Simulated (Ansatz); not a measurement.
# Sc on Mo(110): change of the work function

Aim: the work function of Mo(110) at several coverages of Sc (longbridge site), and the dipole that each adsorbate carries.

Main program and level: Ansatz 0.2.0; plane-wave DFT, PBE, Ansatz PAW, in the first sound run; inputs show where later runs differ.

Most raw output is cut from this account.

## Step 1: Set-up

The cell holds 4 atoms: 4 Mo. Its edges and angles: a = 2.728 Å, b = 2.728 Å, c = 24.682 Å, α = 90.0°, β = 90.0°, γ = 70.5°. Vacuum lies along c.

## Step 2: The clean slab

The bare slab comes first, as the zero from which every change is counted. The two lowest layers are held at bulk places and the upper ones relax. The dipole correction removes the false field that a one-sided slab makes across the periodic vacuum, so each face gets a flat vacuum level of its own.

input.yaml

```yaml
crystal:
  lattice:
    - [2.2273863607, -1.575, 0.0]
    - [2.2273863607, 1.575, 0.0]
    - [0.0, 0.0, 24.6821590822]
  atoms:
    - { symbol: Mo, position: [0.0, 0.0, 0.3646358477] }
    - { symbol: Mo, position: [0.5, 0.5, 0.4548786159] }
    - { symbol: Mo, position: [0.0, 0.0, 0.5451213841] }
    - { symbol: Mo, position: [0.5, 0.5, 0.6353641523] }
kpoints:
  mp_grid: { grid: [12, 12, 1] }
hamiltonian:
  xc: pbe
scf:
  occupations: { method: fermi_dirac, width: 0.1 }
  convergence: { dr2_threshold: 1.0e-08 }
efield:
  axis: 3
  dipole_correction: true
  ramp_position: 0.97
  ramp_width: 0.06
relax:
  f_tol: 0.02
  max_steps: 60
  constraints: [{ sites: [0, 1] }]
output:
  write_potential: true
  write_density: true
  volumetric_format: npy
```

Started as:

```console
ansatz run input.yaml --threads 4 --pin off --max-ram 12288MiB --backend cpu --events-out ev --progress --plain --runs-dir out
```

Run time: 27 s. Hardware: 4 threads of Arm Neoverse V1, shared host; peak memory 0.57 GiB.

Step by step:

| step | energy less that of the first step (eV) | largest force component (eV/Å) |
| --- | --- | --- |
| 1 | 0.0000 | 0.6071 |
| 2 | 0.0156 | 0.8030 |
| 3 | -0.0210 | 0.1718 |
| 4 | -0.0224 | 0.0062 |

Relaxation step 2 was tried and not accepted.

The run keeps the 4 symmetry operations that it works with, so distortions that break them were not tested.

The atoms that moved most (Å):

| atom | dx | dy | dz | length |
| --- | --- | --- | --- | --- |
| Mo4 | 0.000 | 0.000 | -0.059 | 0.059 |
| Mo3 | 0.000 | 0.000 | 0.022 | 0.022 |

The relaxed structure:

```xyz
4
Lattice="2.2274 -1.5750 0.0000 2.2274 1.5750 0.0000 0.0000 0.0000 24.6822" Properties=species:S:1:pos:R:3
Mo    0.0000    0.0000    9.0000
Mo    2.2274    0.0000   11.2274
Mo    0.0000    0.0000   13.4770
Mo    2.2274    0.0000   15.6232
```

This step gave:

```yaml
energy_at_zero_smearing: -19821.6053 eV
work_function_upper_face: 4.598 eV
work_function_lower_face: 4.696 eV
dipole_along_the_normal: 0.003789 e·Å
step_between_the_vacuum_levels: -0.09771 eV
```

Running mean over 2.227 Å of the planar mean; the ramp of the sawtooth is left out. The electron's electrostatic potential energy less the Fermi level by z:

| z (Å) | electron's electrostatic potential energy less the Fermi level (eV) |
| --- | --- |
| 3.5 | 4.70 |
| 4.0 | 4.69 |
| 4.5 | 4.69 |
| 5.0 | 4.68 |
| 5.5 | 4.65 |
| 6.0 | 4.55 |
| 6.5 | 4.23 |
| 7.0 | 3.21 |
| 7.5 | -0.134 |
| 8.0 | -5.98 |
| 8.5 | -10.8 |
| 9.0 | -12.4 |
| 9.5 | -12.6 |
| 10.0 | -12.7 |
| 10.5 | -12.8 |
| 11.0 | -12.9 |
| 11.5 | -12.9 |
| 12.0 | -12.7 |
| 12.5 | -12.7 |
| 13.0 | -12.8 |
| 13.5 | -13.0 |
| 14.0 | -13.4 |
| 14.5 | -13.7 |
| 15.0 | -13.3 |
| 15.5 | -12.7 |
| 16.0 | -11.5 |
| 16.5 | -7.48 |
| 17.0 | -1.49 |
| 17.5 | 2.59 |
| 18.0 | 3.99 |
| 18.5 | 4.41 |
| 19.0 | 4.54 |
| 19.5 | 4.58 |
| 20.0 | 4.59 |
| 20.5 | 4.60 |
| 21.0 | 4.60 |
| 21.5 | 4.60 |

The relaxation took 4 steps and lowered the energy by 0.022 eV; the largest force on the free atoms ends at 0.0062 eV/Å.

The work function of the upper face is 4.60 eV.

## Step 3: Adsorbate added, k-mesh 4×4×1, coverage 0.111 ML

System of this step: Sc/Mo(110). The cell holds 37 atoms: 36 Mo and 1 Sc. Cell: a = 8.184 Å, b = 8.184 Å, c = 27.639 Å, α = 90.0°, β = 90.0°, γ = 70.5°. Vacuum lies along c.

The clean slab as it ended is repeated in the plane and the adsorbate is set on one face; the cell's size fixes the coverage, and the k-mesh shrinks with it to keep the sampling density about even. Adsorbate and upper layers relax, since the dipole depends on the height.

input.yaml

```yaml
crystal:
  lattice:
    - [6.6821590821, -4.725, 0.0]
    - [6.6821590821, 4.725, 0.0]
    - [0.0, 0.0, 27.6386145372]
  atoms:
    - { symbol: Mo, position: [0.0, 0.0, 0.325631373] }
    - { symbol: Mo, position: [0.1666666667, 0.1666666667, 0.4062210262] }
    - { symbol: Mo, position: [0.0, 0.0, 0.4876151117] }
    - { symbol: Mo, position: [0.1666666667, 0.1666666667, 0.5652655937] }
    - { symbol: Mo, position: [0.0, 0.3333333333, 0.325631373] }
    - { symbol: Mo, position: [0.1666666667, 0.5, 0.4062210262] }
    - { symbol: Mo, position: [0.0, 0.3333333333, 0.4876151117] }
    - { symbol: Mo, position: [0.1666666667, 0.5, 0.5652655937] }
[... 25 atom lines left out ...]
    - { symbol: Mo, position: [0.8333333333, 0.8333333333, 0.4062210262] }
    - { symbol: Mo, position: [0.6666666667, 0.6666666667, 0.4876151117] }
    - { symbol: Mo, position: [0.8333333333, 0.8333333333, 0.5652655937] }
    - { symbol: Sc, position: [0.0, 0.0, 0.674368627] }
kpoints:
  mp_grid: { grid: [4, 4, 1] }
hamiltonian:
  xc: pbe
scf:
  occupations: { method: fermi_dirac, width: 0.1 }
  convergence: { dr2_threshold: 1.0e-08 }
efield:
  axis: 3
  dipole_correction: true
  ramp_position: 0.97
  ramp_width: 0.06
relax:
  f_tol: 0.02
  max_steps: 60
  constraints:
    - { sites: [0, 1, 4, 5, 8, 9, 12, 13, 16, 17, 20, 21, 24, 25, 28, 29, 32, 33] }
output:
  bader: true
  write_potential: true
  write_density: true
  volumetric_format: npy
```

It took 27 min on 4 threads; peak memory 9.8 GiB.

The steps of the relaxation:

```
step  energy less that of the first step (eV)  largest force component (eV/Å)
   1                                   0.0000                          2.6240
   2                                  -0.6578                          2.6835
   3                                  -1.2076                          2.2864
   4                                  -1.5907                          1.3342
   5                                  -1.7530                          0.4548
   6                                  -1.7774                          0.2805
   7                                  -1.7824                          0.1609
   8                                  -1.7876                          0.0341
   9                                  -1.7879                          0.0114
```

The run keeps the 4 symmetry operations that it works with, so distortions that break them were not tested.

The atoms that moved most (Å):

```
atom      dx      dy      dz  length
Sc37   0.000   0.000  -0.855   0.855
Mo36   0.017   0.000   0.049   0.052
 Mo4  -0.017   0.000   0.049   0.052
 Mo8  -0.024   0.005   0.034   0.042
Mo16  -0.024  -0.005   0.034   0.042
Mo32   0.024  -0.005   0.034   0.042
Mo24   0.024   0.005   0.034   0.042
 Mo3   0.000   0.000  -0.031   0.031
```

The relaxed structure:

```cif
data_structure
_symmetry_space_group_name_H-M 'P 1'
_symmetry_Int_Tables_number 1
_cell_length_a 8.1839
_cell_length_b 8.1839
_cell_length_c 27.6386
_cell_angle_alpha 90.000
_cell_angle_beta 90.000
_cell_angle_gamma 70.529
_cell_volume 1745.28
loop_
_atom_site_label
_atom_site_type_symbol
_atom_site_fract_x
_atom_site_fract_y
_atom_site_fract_z
_atom_site_occupancy
Mo1 Mo 0.00000 0.00000 0.32563 1
Mo2 Mo 0.16667 0.16667 0.40622 1
Mo3 Mo 0.00000 0.00000 0.48649 1
Mo4 Mo 0.16537 0.16537 0.56704 1
Mo5 Mo 0.00000 0.33333 0.32563 1
Mo6 Mo 0.16667 0.50000 0.40622 1
Mo7 Mo 0.99985 0.33493 0.48729 1
Mo8 Mo 0.16426 0.49874 0.56649 1
Mo9 Mo 0.00000 0.66667 0.32563 1
Mo10 Mo 0.16667 0.83333 0.40622 1
Mo11 Mo 0.00015 0.66507 0.48729 1
Mo12 Mo 0.16882 0.83118 0.56510 1
Mo13 Mo 0.33333 0.00000 0.32563 1
Mo14 Mo 0.50000 0.16667 0.40622 1
Mo15 Mo 0.33493 0.99985 0.48729 1
Mo16 Mo 0.49874 0.16426 0.56649 1
Mo17 Mo 0.33333 0.33333 0.32563 1
Mo18 Mo 0.50000 0.50000 0.40622 1
Mo19 Mo 0.33286 0.33286 0.48789 1
Mo20 Mo 0.50000 0.50000 0.56493 1
Mo21 Mo 0.33333 0.66667 0.32563 1
Mo22 Mo 0.50000 0.83333 0.40622 1
Mo23 Mo 0.33433 0.66567 0.48743 1
Mo24 Mo 0.50126 0.83574 0.56649 1
Mo25 Mo 0.66667 0.00000 0.32563 1
Mo26 Mo 0.83333 0.16667 0.40622 1
Mo27 Mo 0.66507 0.00015 0.48729 1
Mo28 Mo 0.83118 0.16882 0.56510 1
Mo29 Mo 0.66667 0.33333 0.32563 1
Mo30 Mo 0.83333 0.50000 0.40622 1
Mo31 Mo 0.66567 0.33433 0.48743 1
Mo32 Mo 0.83574 0.50126 0.56649 1
Mo33 Mo 0.66667 0.66667 0.32563 1
Mo34 Mo 0.83333 0.83333 0.40622 1
Mo35 Mo 0.66714 0.66714 0.48789 1
Mo36 Mo 0.83463 0.83463 0.56704 1
Sc37 Sc 0.00000 0.00000 0.64343 1
```

Numbers from this step:

| Quantity | Value |
| --- | --- |
| energy at zero smearing | -180530.6989 eV |
| work function, upper face | 3.214 eV |
| work function, lower face | 4.659 eV |
| dipole along the normal | 0.5043 e·Å |
| step between the vacuum levels | -1.445 eV |

Running mean over 2.227 Å of the planar mean; the ramp of the sawtooth is left out. Table of electron's electrostatic potential energy less the Fermi level by z:

```
z (Å)  electron's electrostatic potential energy less the Fermi level (eV)
    4                                                                 4.66
    5                                                                 4.65
    6                                                                 4.52
    7                                                                 3.16
    8                                                                -5.99
    9                                                                -12.4
   10                                                                -12.7
   11                                                                -12.9
   12                                                                -12.8
   13                                                                -12.8
   14                                                                -13.2
   15                                                                -13.1
   16                                                                -11.7
   17                                                                -2.86
   18                                                                 1.96
   19                                                                 2.69
   20                                                                 3.14
   21                                                                 3.21
   22                                                                 3.21
   23                                                                 3.21
   24                                                                 3.21
```

The relaxation took 9 steps and lowered the energy by 1.8 eV; the largest force on the free atoms ends at 0.011 eV/Å.

The covered face has 3.21 eV, -1.38 eV against the clean one; the bare back face has moved by -0.04 eV, a measure of how thin the slab is.

## Step 4: Adsorbate added, k-mesh 6×6×1, coverage 0.25 ML

System of this step: Sc/Mo(110). The cell holds 17 atoms: 16 Mo and 1 Sc. Its edges and angles: a = 5.456 Å, b = 5.456 Å, c = 27.639 Å, α = 90.0°, β = 90.0°, γ = 70.5°. Vacuum lies along c.

Another coverage, to see how the dipoles act on each other as their distance changes.

input.yaml

```yaml
crystal:
  lattice:
    - [4.4547727214, -3.15, 0.0]
    - [4.4547727214, 3.15, 0.0]
    - [0.0, 0.0, 27.6386145372]
  atoms:
    - { symbol: Mo, position: [0.0, 0.0, 0.325631373] }
    - { symbol: Mo, position: [0.25, 0.25, 0.4062210262] }
    - { symbol: Mo, position: [0.0, 0.0, 0.4876151117] }
    - { symbol: Mo, position: [0.25, 0.25, 0.5652655937] }
    - { symbol: Mo, position: [0.0, 0.5, 0.325631373] }
    - { symbol: Mo, position: [0.25, 0.75, 0.4062210262] }
    - { symbol: Mo, position: [0.0, 0.5, 0.4876151117] }
    - { symbol: Mo, position: [0.25, 0.75, 0.5652655937] }
    - { symbol: Mo, position: [0.5, 0.0, 0.325631373] }
    - { symbol: Mo, position: [0.75, 0.25, 0.4062210262] }
    - { symbol: Mo, position: [0.5, 0.0, 0.4876151117] }
    - { symbol: Mo, position: [0.75, 0.25, 0.5652655937] }
    - { symbol: Mo, position: [0.5, 0.5, 0.325631373] }
    - { symbol: Mo, position: [0.75, 0.75, 0.4062210262] }
    - { symbol: Mo, position: [0.5, 0.5, 0.4876151117] }
    - { symbol: Mo, position: [0.75, 0.75, 0.5652655937] }
    - { symbol: Sc, position: [0.0, 0.0, 0.674368627] }
kpoints:
  mp_grid: { grid: [6, 6, 1] }
hamiltonian:
  xc: pbe
scf:
  occupations: { method: fermi_dirac, width: 0.1 }
  convergence: { dr2_threshold: 1.0e-08 }
efield:
  axis: 3
  dipole_correction: true
  ramp_position: 0.97
  ramp_width: 0.06
relax:
  f_tol: 0.02
  max_steps: 60
  constraints: [{ sites: [0, 1, 4, 5, 8, 9, 12, 13] }]
output:
  bader: true
  dos: { projected: true, e_range: [-8, 4] }
  write_potential: true
  write_density: true
  volumetric_format: npy
  elf: true
```

Run time: 7.3 min. Hardware: 4 threads; peak memory 3.1 GiB; 28 min of CPU time.

The steps of the relaxation:

```
step  energy less that of the first step (eV)  largest force component (eV/Å)
   1                                   0.0000                          2.3921
   2                                  -0.6062                          2.5111
   3                                  -1.1394                          2.2102
   4                                  -1.5229                          1.3536
   5                                  -1.6802                          0.4124
   6                                  -1.6915                          0.3316
   7                                  -1.7101                          0.0722
   8                                  -1.7104                          0.0114
```

The run keeps the 4 symmetry operations that it works with, so distortions that break them were not tested.

The atoms that moved most (Å):

```csv
atom,dx,dy,dz,length
Sc17,0.000,0.000,-0.841,0.841
Mo4,-0.043,0.000,0.084,0.095
Mo16,0.043,0.000,0.084,0.095
Mo12,0.000,0.022,0.009,0.023
Mo8,0.000,-0.022,0.009,0.023
Mo3,0.000,0.000,-0.014,0.014
Mo7,0.000,0.000,-0.010,0.010
Mo11,0.000,0.000,-0.010,0.010
```

The relaxed structure:

```
Mo Sc
1.0
     4.45477   -3.15000    0.00000
     4.45477    3.15000    0.00000
     0.00000    0.00000   27.63861
Mo Sc
16 1
Cartesian
  0.0000 0.0000 9.0000
  2.2274 0.0000 11.2274
  0.0000 0.0000 13.4626
  2.1839 0.0000 15.7075
  2.2274 1.5750 9.0000
  4.4548 1.5750 11.2274
  2.2274 1.5750 13.4670
  4.4548 1.5534 15.6320
  2.2274 -1.5750 9.0000
  4.4548 -1.5750 11.2274
  2.2274 -1.5750 13.4670
  4.4548 -1.5534 15.6320
  4.4548 0.0000 9.0000
  6.6822 0.0000 11.2274
  4.4548 0.0000 13.4716
  6.7257 0.0000 15.7075
  0.0000 0.0000 17.7971
```

Numbers from this step:

```yaml
energy_at_zero_smearing: -81422.5664 eV
work_function_upper_face: 2.457 eV
work_function_lower_face: 4.635 eV
dipole_along_the_normal: 0.3378 e·Å
step_between_the_vacuum_levels: -2.178 eV
```

The density of states has structure finer than the step of the table below, so its rows give means over 0.2 eV, whole bins alone (the curve runs from -8 to 1.17 eV). Peaks (eV: height): -3.13: 32.6, -2.68: 38.1, -2.53: 47.6, -2.26: 28.1, -2.14: 30.5, -1.68: 29.6, 1.14: 31.8.

The density of states by energy, zero at the Fermi level; means over each step:

energy (eV), density of states (states/eV a cell) and a bar:
```
     -7.0        0.0 
     -6.8        0.0 
     -6.6        0.7 #
     -6.4        0.9 #
     -6.2        0.9 #
     -6.0        1.0 #
     -5.8        1.1 #
     -5.6        1.2 #
     -5.4        2.5 ###
     -5.2        2.5 ###
     -5.0        5.5 ######
     -4.8       14.1 ###############
     -4.6       16.4 ##################
     -4.4       16.6 ##################
     -4.2       16.5 ##################
     -4.0       18.6 ####################
     -3.8       23.4 ##########################
     -3.6       23.5 ##########################
     -3.4       16.7 ##################
     -3.2       21.7 ########################
     -3.0       22.6 #########################
     -2.8       25.1 ###########################
     -2.6       27.5 ##############################
     -2.4       20.8 #######################
     -2.2       24.4 ###########################
     -2.0       20.2 ######################
     -1.8       22.4 ########################
     -1.6       25.7 ############################
     -1.4       22.2 ########################
     -1.2       19.4 #####################
     -1.0       15.9 #################
     -0.8       13.2 ##############
     -0.6       16.1 ##################
     -0.4       14.7 ################
     -0.2       14.9 ################
      0.0       14.3 ################
      0.2       19.1 #####################
      0.4       19.7 #####################
      0.6       20.5 ######################
      0.8       22.5 ########################
      1.0       25.6 ############################
```

Projected DOS per atom over height of the atomic layer and energy from the Fermi level. Layers: Mo4 Mo4 Mo4 Mo4 Sc from below.

Ten even steps from '0' (0.00 states/eV) to '9' (2.21 states/eV), each cell a mean:
```
66659
64448
53349
42246
52245
62363
85572
64463
65472
67761
46640
66660
36640
26620
14410
01000
00000
00000
00000
00000
00000
00000
```
Columns: height of the atomic layer (Å) from 9 to 17.8; rows upwards: energy from the Fermi level (eV) from -7.96 to 1.15.

Valence density in the ca plane at fractional y = 0.000, with atoms of Mo and Sc within 0.2 Å of it. It is the smooth field of the valence electrons, not physical close to the nuclei.

Values in e/Å³, 8 rows by 16 columns, each cell a mean:
```
4.3 0.5 0.3 0.4 3.6 2.2 0.3 0.3 1.6 3.5 0.1 0.0 0.0 0.0 0.0 0.0
0.6 0.3 0.3 0.3 0.5 0.4 0.3 0.3 0.2 0.2 0.0 0.0 0.0 0.0 0.0 0.0
1.2 0.3 0.3 0.3 1.0 0.7 0.3 0.3 0.1 0.0 0.0 0.0 0.0 0.0 0.0 0.0
5.3 0.7 0.3 0.4 4.5 2.8 0.3 0.2 0.1 0.0 0.0 0.0 0.0 0.0 0.0 0.0
4.3 0.5 0.3 0.3 3.6 2.2 0.3 0.2 0.1 0.0 0.0 0.0 0.0 0.0 0.0 0.0
0.6 0.3 0.3 0.3 0.5 0.4 0.3 0.3 0.1 0.0 0.0 0.0 0.0 0.0 0.0 0.0
1.2 0.3 0.3 0.3 1.0 0.6 0.3 0.3 0.4 0.6 0.0 0.0 0.0 0.0 0.0 0.0
5.3 0.7 0.3 0.4 4.5 2.8 0.3 0.3 2.2 4.7 0.2 0.0 0.0 0.0 0.0 0.0
```
Columns run along c (16.0 Å, from fractional 0.32 to 0.90 of the cell), rows up along a (5.5 Å). Atoms in or near the plane, at fractional coordinates: Mo at (0.33, 0.00), Mo at (0.49, 0.00), Mo at (0.33, 0.50), Mo at (0.49, 0.50), Sc at (0.64, 0.00).

Electrostatic potential energy in the ca plane at fractional y = 0.000, with atoms of Mo and Sc within 0.2 Å of it. With pseudopotentials it is smooth inside the atoms' cores, unlike the true potential.

Ten even steps from '0' (-70 eV) to '9' (9 eV), each cell a mean:
```
00279999998300158999998520378999999999999999
33589999998643479999999755689999999999999999
77899999999877899999999988889999999999999999
88999999999998999999999999999999999999999999
77899999999877899999999999999999999999999999
33589999998633479999999999999999999999999999
00279999998300158999999999999999999999999999
00269999997300058999999999999999999999999999
11479999998511269999999999999999999999999999
55789999999865689999999999999999999999999999
88999999999988899999999999999999999999999999
88999999999988899999999998899999999999999999
55789999999765689999999876789999999999999999
11479999998511269999998632478999999999999999
00269999997300058999998500268999999999999999
```
Columns run along c (16.0 Å, from fractional 0.32 to 0.90 of the cell; values clipped at the 3rd and 97th percentile), rows up along a (5.5 Å). Atoms in or near the plane, at fractional coordinates: Mo at (0.33, 0.00), Mo at (0.49, 0.00), Mo at (0.33, 0.50), Mo at (0.49, 0.50), Sc at (0.64, 0.00).

ELF in the ca plane at fractional y = 0.000, with atoms of Mo and Sc within 0.2 Å of it. It is the smooth field of the valence electrons, not physical close to the nuclei.

Ten even steps from '0' (0.00) to '9' (0.73), each cell a mean:
```
88844544543898963544542775971012321000000000
99634533453489733544553489841123321000000000
44345434454344335544566323210123210000000000
43455444456433456544467631011222110000000000
54345434454344335544457764222221100000000000
99634533453489733543445665432110000000000000
88844544543898963554445544322100000000000000
67954644543985973554445444321100000000000000
99734544543699953544445554432110000000000000
76435433453367534543456765322211000000000000
43355444455433346544467742112222100000000000
43355444455433345544567421101222210000000000
76435433453367534544564357621123221000000000
99844544543699953544552698961013321000000000
66954644544985973544542852882012321000000000
```
Columns run along c (16.0 Å, from fractional 0.32 to 0.90 of the cell), rows up along a (5.5 Å). Atoms in or near the plane, at fractional coordinates: Mo at (0.33, 0.00), Mo at (0.49, 0.00), Mo at (0.33, 0.50), Mo at (0.49, 0.50), Sc at (0.64, 0.00).

The relaxation took 8 steps and lowered the energy by 1.7 eV; the largest force on the free atoms ends at 0.011 eV/Å.

By hand: a sheet of dipoles makes a step −p/(ε₀A) in the electron's potential. With e/ε₀ = 180.95 V·Å, p = 0.3378 e·Å and A = 28.07 Å², that is −180.95 × (0.3378) / 28.07 = -2.178 eV, and the two vacuum levels of the run differ by -2.178 eV.

The covered face has 2.46 eV, -2.14 eV against the clean one; the bare back face has moved by -0.06 eV, a measure of how thin the slab is.

[end of part 1 of 2]

[Logs are printed without paths, hosts, clocks, repeated set-up lines and the standing remarks that a program may print on its own settings, such as how far it seeks lower states.]

[Hosts, paths, dates, database ids (printed as entryN), source tags and the programs' standing remarks are cut or masked in the printed files.]

[Maps of the electrostatic potential energy from Ansatz leave out the sawtooth potential of an applied field or a dipole correction, so their vacuum need not be flat; planar profiles and work functions include it.]

[The density of states shown here was stored with 400 of the rows of the run's finer table, so its peaks can read low, often by over a quarter, or be missed, and its means over a window can be off by a tenth or more.]
